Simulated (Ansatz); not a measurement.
# Dielectric function and optical constants of BaTiO3

Aim: the dielectric function of BaTiO3, and the optical constants that follow from it. The cell comes from an older database entry, whose edges can differ from later determinations, mostly by under a per cent.

Main program and level: Ansatz 0.2.0; DFT, PBE, plane-wave PAW, default files, scalar-relativistic, independent-particle optical response without local fields.

Report form: the programs' logs are mostly left out.

The database entry behind the starting cell differs from later determinations by our own check (c/a about 0.6 % short), so it need not match the best structure at ambient conditions.

## (1) Starting point

Symmetry: P4mm, No. 99, tetragonal system. The conventional cell has a = 4.000 Å, b = 4.000 Å, c = 4.018 Å, α = 90.00°, β = 90.00°, γ = 90.00°. Nearest to Ba lie 12 O at 2.79 to 2.88 Å. Ti has 6 O at 1.89 to 2.13 Å nearest. O has 2 Ti at 2.00 Å and 4 Ba at 2.79 to 2.88 Å nearest. O has 2 Ti at 1.89 to 2.13 Å and 4 Ba at 2.83 Å nearest. Farther neighbours and most contacts between anions are not listed.

## (2) Ground state and bands

The self-consistent density comes first; it also tells whether there is a gap, which decides the occupations and the need for a Drude term.

This step: DFT, PBE, plane-wave PAW, default files, scalar-relativistic, ground state (Ansatz 0.2.0).

Contents of input.yaml:

```yaml
crystal:
  lattice:
    - [3.9998, 0.0, 0.0]
    - [0.0, 3.9998, 0.0]
    - [0.0, 0.0, 4.018]
  atoms:
    - { symbol: Ba, position: [0.0, 0.0, 0.0] }
    - { symbol: Ti, position: [0.5, 0.5, 0.49] }
    - { symbol: O, position: [0.0, 0.5, 0.517] }
    - { symbol: O, position: [0.5, 0.0, 0.517] }
    - { symbol: O, position: [0.5, 0.5, 0.019] }
kpoints:
  mp_grid: { grid: [6, 6, 6] }
  band_path:
    path:
      - [[0.0, 0.0, 0.0], [0.0, 0.5, 0.0], [0.5, 0.5, 0.0], [0.0, 0.0, 0.0], [0.0, 0.0, 0.5], [0.0, 0.5, 0.5], [0.5, 0.5, 0.5], [0.0, 0.0, 0.5]]
      - [[0.0, 0.5, 0.0], [0.0, 0.5, 0.5]]
      - [[0.5, 0.5, 0.0], [0.5, 0.5, 0.5]]
    npoints: 6
scf:
  occupations: { method: fermi_dirac, width: 0.05 }
  n_extra_bands: 9
hamiltonian:
  xc: pbe
  pseudopotentials: { kind: paw }
output:
  forces: true
  stress: true
  populations: true
  write_bands: true
  write_density: true
  write_potential: true
  elf: true
  volumetric_format: npy
```

On the command line:

```sh
> ansatz run input.yaml --threads 4 --pin off --max-ram 8192MiB --backend cpu --events-out ev --progress --plain --runs-dir out
```

The job ended after 2.2 s (4 threads of Intel Xeon Platinum 8559C (Emerald Rapids), shared host; peak memory 0.65 GiB).

This step gave:

* free energy: -10159.5776 eV
* Fermi energy: 11.24 eV
* gap by band count: 1.836 eV
* electrons: 40
* symmetry operations: 8
* pressure: 2.428 GPa
* volume: 64.28 Å³
* gap on the path: 1.836 eV
* least direct gap on the path: 2.088 eV

There is a gap, 1.84 eV on the path, so no carriers' term is needed. The cell is left with a pressure of 2.4 GPa and forces up to 0.31 eV/Å, as it stands unrelaxed at this level.

The electronic bands at the labelled points (eV, zero at the Fermi level; v1 is the highest filled band, c1 the lowest empty one):

```
    point     v4     v3     v2     v1    c1    c2    c3    c4
        Γ  -2.09  -1.21  -1.19  -1.19  0.90  1.11  1.11  3.09
  halfway  -2.46  -2.14  -1.57  -1.47  1.16  1.83  1.85  3.16
        X  -2.75  -2.64  -1.84  -1.74  1.22  2.59  2.63  3.15
  halfway  -2.41  -2.36  -1.98  -1.41  1.89  2.63  2.74  3.73
        M  -2.67  -1.87  -1.87  -0.99  2.65  2.65  3.05  3.81
  halfway  -2.63  -2.02  -1.81  -1.40  1.77  1.96  2.19  3.68
        Γ  -2.09  -1.21  -1.19  -1.19  0.90  1.11  1.11  3.09
  halfway  -2.49  -2.18  -1.41  -1.41  0.96  1.94  1.94  3.09
        Z  -2.83  -2.83  -1.60  -1.60  1.02  2.65  2.65  3.09
  halfway  -2.31  -2.19  -2.01  -1.49  1.89  2.66  2.73  3.75
        R  -2.63  -1.80  -1.79  -1.07  2.62  2.67  3.04  3.93
  halfway  -3.37  -1.49  -1.45  -1.04  2.92  2.92  3.15  5.29
        A  -3.29  -1.02  -1.02  -0.94  3.27  3.27  3.27  5.70
  halfway  -3.06  -1.81  -1.57  -1.50  2.38  2.81  2.85  4.99
        Z  -2.83  -2.83  -1.60  -1.60  1.02  2.65  2.65  3.09
jump to X  -2.75  -2.64  -1.84  -1.74  1.22  2.59  2.63  3.15
  halfway  -2.29  -2.29  -2.07  -1.48  1.99  2.61  2.75  3.77
        R  -2.63  -1.80  -1.79  -1.07  2.62  2.67  3.04  3.93
jump to M  -2.67  -1.87  -1.87  -0.99  2.65  2.65  3.05  3.81
  halfway  -3.40  -1.53  -1.53  -0.96  2.93  2.93  3.15  5.17
        A  -3.29  -1.02  -1.02  -0.94  3.27  3.27  3.27  5.70
```

ELF in the ac plane at fractional y = 0.500, with atoms of Ti and O within 0.2 Å of it. It is the smooth field of the valence electrons, not physical close to the nuclei.

Ten even steps from '0' (0.01) to '9' (0.82), each cell a mean:
```
00038998997200
00026999984100
43102455531124
88520112100268
99841367621599
79942676752698
37943730463696
79943741562698
99731577741499
87410234310268
32112455542113
00026999985100
00148986897300
00159963798300
```
Atoms in or near the plane, at fractional coordinates: Ti at (0.50, 0.49), O at (0.00, 0.52), O at (0.50, 0.02).

Valence density in the ac plane at fractional y = 0.500, with atoms of Ti and O within 0.2 Å of it. It is the smooth field of the valence electrons, not physical close to the nuclei.

Ten even steps from '_' (0.04 × 1e0 e/Å³) to '@' (9.74 × 1e0 e/Å³), each cell a mean:
```
__________..==++--..________
____________..::..__________
____________________________
____________________________
::..________::::..______..::
++==..____::++##++..____::==
##++::__..==%%@@%%--____::**
++--..__..==%%@@##::____::==
....______..==++--..______..
____________......__________
______________..____________
__________..::::..__________
__________::==**==..________
__________::**##++..________
```
Atoms in or near the plane, at fractional coordinates: Ti at (0.50, 0.49), O at (0.00, 0.52), O at (0.50, 0.02).

## (3) Spectrum

The spectrum is a sum over vertical transitions between filled and empty bands at the fixed density, so many empty bands are needed.

This step: DFT, PBE, plane-wave PAW, default files, scalar-relativistic, independent-particle optical response without local fields (Ansatz 0.2.0).

input.yaml, the sections that differ from step 2:

```yaml
kpoints:
  mp_grid: { grid: [6, 6, 6] }
scf:
  occupations: { method: fixed }
output:
  optics:
    e_range: [0, 20]
    de: 0.05
    sigma: 0.15
    nscf_kmesh: { grid: [6, 6, 6] }
    bands: { spectra_wanted_up_to: 20 }
# crystal, hamiltonian: as in step 2
```

The job ended after 19 s (4 threads; peak memory 1.3 GiB).

Read-outs, printed or worked out from the files:

```
electronic dielectric constant ε∞, mean over x, y and z (by symmetry where fewer were run)                                                          : 6.612
absorption onset, first axis (α over 10⁴ cm⁻¹, or the direct gap if that lies higher)                                                               : 2.092 eV
main peak of Im epsilon, first axis                                                                                                                 : 4.147 eV
centre of weight of the strongest loss peak in the window                                                                                           : 13.37 eV
photocurrent from vertical transitions in a film 500 nm thick on a perfect mirror (two passes), AM1.5G, no front reflection, all carriers collected : 12.17 mA/cm²
least direct gap on the mesh                                                                                                                        : 2.088 eV
bands summed                                                                                                                                        : 56
spectra valid up to                                                                                                                                 : 26.77 eV
program's estimate of the k-sum error in Im epsilon                                                                                                 : 0.09 %
electrons in the f-sum                                                                                                                              : 26.47
```

The Im ε has structure finer than the step of the table below, so its rows give means over 1 eV, whole bins alone (the curve runs from 0 to 20 eV). Peaks (eV: height): E ∥ x or y 4.2: 9.58, 7.0: 4.70, 8.8: 5.31, 19.0: 5.04; E ∥ z 4.2: 10.1, 8.8: 5.31, 19.0: 4.92.

Im ε against photon energy; means over each step:

```csv
photon energy (eV),E ∥ x or y,E ∥ z
1,0,0
2,0.482,0.113
3,4.10,2.72
4,8.14,8.37
5,3.89,4.52
6,2.89,3.21
7,4.29,4.48
8,3.99,4.26
9,4.77,4.98
10,4.41,4.33
11,3.39,3.34
12,2.43,2.43
13,1.16,1.16
14,0.777,0.746
15,0.651,0.634
16,1.30,1.25
17,2.09,2.01
18,3.91,3.95
19,4.36,4.30
```

Re ε against photon energy:

```
photon energy (eV)  E ∥ x or y     E ∥ z
               0.0        6.69      6.47
               0.5        6.75      6.52
               1.0        6.97      6.69
               1.5        7.42      7.02
               2.0        8.56      7.69
               2.5        9.89      9.07
               3.0        9.10      9.89
               3.5        8.76      10.3
               4.0        6.50      7.86
               4.5       0.237     0.875
               5.0        1.84      2.11
               5.5        2.73      2.76
               6.0        3.41      3.15
               6.5        4.33      4.07
               7.0        3.12      3.41
               7.5        2.48      2.35
               8.0        3.34      3.29
               8.5        2.88      2.64
               9.0        1.36      1.42
               9.5        1.36      1.04
              10.0        1.12     0.659
              10.5      -0.103   -0.0970
              11.0     -7.1e-4   -0.0602
              11.5      -0.126    -0.182
              12.0      -0.863    -0.814
              12.5      -0.494    -0.580
              13.0      0.0640  -0.00227
              13.5       0.408     0.307
              14.0       0.653     0.556
              14.5        1.05      1.03
              15.0        1.86      1.80
              15.5        2.20      2.14
              16.0        2.03      1.99
              16.5        2.48      2.45
              17.0        2.92      2.90
              17.5        2.80      2.92
              18.0        2.43      2.38
              18.5        1.00      1.01
              19.0     -0.0238   -0.0484
              19.5       -1.46     -1.42
              20.0       -1.02    -1.000
```

The refractive index n and extinction k by photon energy:

```csv
photon energy (eV),"n, E ∥ x or y","k, E ∥ x or y","n, E ∥ z","k, E ∥ z"
0,2.59,0,2.54,0
1,2.64,0,2.59,0
2,2.92,0.0155,2.77,1.5e-4
3,3.09,0.656,3.17,0.429
4,2.97,1.52,3.15,1.44
5,1.75,1.10,1.88,1.20
6,1.97,0.695,1.93,0.756
7,2.09,1.11,2.16,1.12
8,2.04,0.916,2.06,0.977
9,1.81,1.39,1.84,1.40
10,1.72,1.35,1.61,1.39
11,1.33,1.33,1.32,1.35
12,0.979,1.35,1.01,1.35
13,0.782,0.740,0.760,0.761
14,0.919,0.437,0.879,0.467
15,1.38,0.179,1.35,0.175
16,1.48,0.398,1.46,0.389
17,1.81,0.586,1.80,0.570
18,1.88,1.05,1.88,1.08
19,1.58,1.59,1.56,1.58
20,0.844,1.31,0.831,1.30
```

The loss function −Im 1/ε at q → 0 by energy loss; read off at these points:

| energy loss (eV) | E ∥ x or y | E ∥ z |
| --- | --- | --- |
| 1.0 | 0 | 0 |
| 2.0 | 0.00124 | 1.4e-5 |
| 3.0 | 0.0408 | 0.0259 |
| 4.0 | 0.0729 | 0.0630 |
| 5.0 | 0.212 | 0.182 |
| 5.2 | 0.219 | 0.199 |
| 6.0 | 0.143 | 0.158 |
| 7.0 | 0.149 | 0.138 |
| 8.0 | 0.149 | 0.149 |
| 9.0 | 0.185 | 0.181 |
| 10.0 | 0.204 | 0.220 |
| 11.0 | 0.282 | 0.281 |
| 12.0 | 0.342 | 0.338 |
| 13.0 | 0.861 | 0.864 |
| 13.2 | 0.908 | 0.924 |
| 14.0 | 0.750 | 0.835 |
| 15.0 | 0.133 | 0.137 |
| 15.8 | 0.258 | 0.260 |
| 16.0 | 0.214 | 0.216 |
| 17.0 | 0.163 | 0.163 |
| 18.0 | 0.184 | 0.184 |
| 19.0 | 0.198 | 0.203 |
| 20.0 | 0.372 | 0.381 |

The reflectivity at normal incidence has structure finer than the step of the table below, so its rows give means over 0.5 eV, whole bins alone (the curve runs from 0 to 20 eV). Peaks (eV: height): E ∥ x or y 4.35: 36.8, 6.95: 22.6, 8.95: 26.4, 10.60: 30.6, 12.15: 32.8, 19.40: 38.9; E ∥ z 4.40: 36.8, 7.05: 23.2, 10.60: 29.9, 12.15: 33.3, 19.40: 38.3.

The reflectivity at normal incidence by photon energy; means over each step:

| photon energy (eV) | E ∥ x or y (%) | E ∥ z (%) |
| --- | --- | --- |
| 0.5 | 19.7 | 19.1 |
| 1.0 | 20.3 | 19.6 |
| 1.5 | 21.5 | 20.5 |
| 2.0 | 24.1 | 22.2 |
| 2.5 | 27.3 | 25.2 |
| 3.0 | 28.1 | 27.8 |
| 3.5 | 30.4 | 31.2 |
| 4.0 | 34.1 | 34.6 |
| 4.5 | 32.1 | 33.3 |
| 5.0 | 19.9 | 22.2 |
| 5.5 | 15.3 | 17.4 |
| 6.0 | 15.4 | 16.1 |
| 6.5 | 19.6 | 20.5 |
| 7.0 | 22.0 | 22.7 |
| 7.5 | 19.7 | 20.5 |
| 8.0 | 19.2 | 20.4 |
| 8.5 | 23.5 | 24.7 |
| 9.0 | 25.9 | 26.5 |
| 9.5 | 22.4 | 24.7 |
| 10.0 | 25.1 | 26.0 |
| 10.5 | 28.8 | 28.2 |
| 11.0 | 26.3 | 26.5 |
| 11.5 | 25.3 | 25.6 |
| 12.0 | 30.8 | 30.6 |
| 12.5 | 26.9 | 28.4 |
| 13.0 | 15.7 | 16.8 |
| 13.5 | 9.42 | 10.4 |
| 14.0 | 5.49 | 6.15 |
| 14.5 | 1.56 | 1.40 |
| 15.0 | 3.21 | 3.00 |
| 15.5 | 6.80 | 6.55 |
| 16.0 | 6.41 | 6.09 |
| 16.5 | 8.18 | 7.88 |
| 17.0 | 12.0 | 11.6 |
| 17.5 | 15.2 | 15.1 |
| 18.0 | 20.1 | 20.6 |
| 18.5 | 25.1 | 25.3 |
| 19.0 | 31.2 | 31.1 |
| 19.5 | 37.8 | 37.4 |

At chosen wavelengths:

| wavelength (nm) | n xy | k xy | R (%) xy | 1/α xy | n z | k z | R (%) z | 1/α z |
| --- | --- | --- | --- | --- | --- | --- | --- | --- |
| 1064 | 2.66 | 0.000 | 20.6 | over 1 mm | 2.60 | 0.000 | 19.8 | over 1 mm |
| 800 | 2.74 | 0.000 | 21.6 | over 1 mm | 2.66 | 0.000 | 20.6 | over 1 mm |
| 633 | 2.90 | 0.008 | 23.7 | 6.0 µm | 2.76 | 0.000 | 21.9 | 924 µm |
| 532 | 3.12 | 0.200 | 26.6 | 211 nm | 2.94 | 0.050 | 24.3 | 837 nm |
| 405 | 3.09 | 0.674 | 28.0 | 48 nm | 3.17 | 0.461 | 28.0 | 70 nm |
| 308 | 2.94 | 1.563 | 34.6 | 16 nm | 3.13 | 1.486 | 35.0 | 16 nm |
| 193 | 2.24 | 0.773 | 19.2 | 20 nm | 2.26 | 0.881 | 20.8 | 17 nm |

Rows near the edge hang on the gap, which this functional as a rule makes too small, and phonon-assisted absorption is left out.

A film 1 µm thick would pass 19 % of daylight and look orange in transmission (x = 0.580, y = 0.415). A larger true gap would move the edge to shorter wavelengths and change the colour.

At 1064 nm the birefringence n(z) − n(x) is -0.058: the crystal is uniaxial negative at this level.

The f-sum over the summed bands holds 26.5 of the cell's 40 electrons outside the frozen cores, 16 of which lie in bands more than 12 eV below the Fermi level, whose transitions come at higher energies. Up to 20 eV the strength has a mean oscillator energy of 8.2 eV, well above the main peak, so higher transitions carry much of it.

## (4) Static response with local fields

A static field by perturbation theory: the induced potential is included, and the Born charges come with it.

This step: DFT, PBE, plane-wave PAW, default files, scalar-relativistic, static field response by perturbation theory with local fields (Ansatz 0.2.0).

Edit input.yaml of step 3 so:

```diff
@@ -18,8 +18,2 @@
   pseudopotentials: { kind: paw }
-output:
-  optics:
-    e_range: [0, 20]
-    de: 0.05
-    sigma: 0.15
-    nscf_kmesh: { grid: [6, 6, 6] }
-    bands: { spectra_wanted_up_to: 20 }
+dielectric: {}
```

Wall time 17 s (4 threads); peak memory 1 GiB.

Numbers from this step:

| Property | Result |
| --- | --- |
| electronic dielectric constant ε∞, mean over x, y and z (by symmetry where fewer were run) | 6.398 |

ε∞ with local fields:

```
6.54 0.00 0.00
0.00 6.54 0.00
0.00 0.00 6.11
```

Diagonal elements. Born, by row:

| atom | Z*xx (e) | Z*yy (e) | Z*zz (e) |
| --- | --- | --- | --- |
| Ba1 | 2.759 | 2.759 | 2.81 |
| Ti2 | 7.174 | 7.174 | 6.482 |
| O3 | -5.72 | -2.144 | -2.042 |
| O4 | -2.144 | -5.72 | -2.042 |
| O5 | -2.068 | -2.068 | -5.209 |

Mean Born charges are Ba +2.78, Ti +6.94 and O -3.24, against formal valences of +2, +4 and -2. That of Ti exceeds its valence by 74 %, the mark of charge moving along hybridised bonds as the atoms shift.

## (5) Outcome

| Quantity | Value |
| --- | --- |
| gap on the path | 1.84 eV |
| least direct gap on the path | 2.09 eV |
| electronic dielectric constant ε∞, mean over x, y and z (by symmetry where fewer were run) (independent particles) | 6.61 |
| absorption onset, first axis (α over 10⁴ cm⁻¹, or the direct gap if that lies higher) | 2.09 eV |
| main peak of Im epsilon, first axis | 4.15 eV |
| centre of weight of the strongest loss peak in the window, first axis | 13.4 eV |
| photocurrent from vertical transitions in a film 500 nm thick on a perfect mirror (two passes), AM1.5G, no front reflection, all carriers collected | 12.2 mA/cm² |
| electronic dielectric constant ε∞, mean over x, y and z (by symmetry where fewer were run) (static response with local fields) | 6.40 |

What this shows: At this level (PBE, independent particles) BaTiO3 has a mean ε∞ = 6.61 (6.40 with local fields) and n = 2.62 at 1550 nm (E ∥ x); absorption sets in near 2.1 eV, and Im ε peaks at 4.1 eV (E ∥ x). The gap is indirect (1.84 eV), so absorption without phonons can begin only at the direct gap of 2.09 eV. Absorption passes 10⁴ cm⁻¹ from the direct gap on, 2.09 eV, inside the visible range. The strongest loss structure up to 20 eV has its centre of weight at 13.4 eV; a free-electron gas of the 26.5 electrons in the f-sum would put its plasmon at 23.8 eV. Distinct maxima of Im ε, read by a parabola through the highest points, lie at 4.15 eV (9.6), 6.93 eV (4.7), 8.83 eV (5.3) and 19.01 eV (5.0) for E ∥ x or y. The f-sum over the summed bands holds 26.5 of the cell's 40 electrons outside the frozen cores, 16 of which lie in bands more than 12 eV below the Fermi level, whose transitions come at higher energies. Up to 20 eV the strength has a mean oscillator energy of 8.2 eV, well above the main peak, so higher transitions carry much of it. A film 1 µm thick would pass 19 % of daylight and look orange in transmission (x = 0.580, y = 0.415). A larger true gap would move the edge to shorter wavelengths and change the colour. At 1064 nm the birefringence n(z) − n(x) is -0.058: the crystal is uniaxial negative at this level. In the base spectrum excitons and phonon-assisted transitions are missing, and so are local fields; PBE gaps are as a rule too small, which pulls the onset down and ε∞ up. In the base run ε includes the program's bounded estimate of what the bands above those summed add. Spin-orbit coupling is left out although heavy atoms are present.

[Logs are printed without paths, hosts, clocks, repeated set-up lines and the standing remarks that a program may print on its own settings, such as how far it seeks lower states.]

[Hosts, paths, dates, database ids (printed as entryN), source tags and the programs' standing remarks are cut or masked in the printed files.]
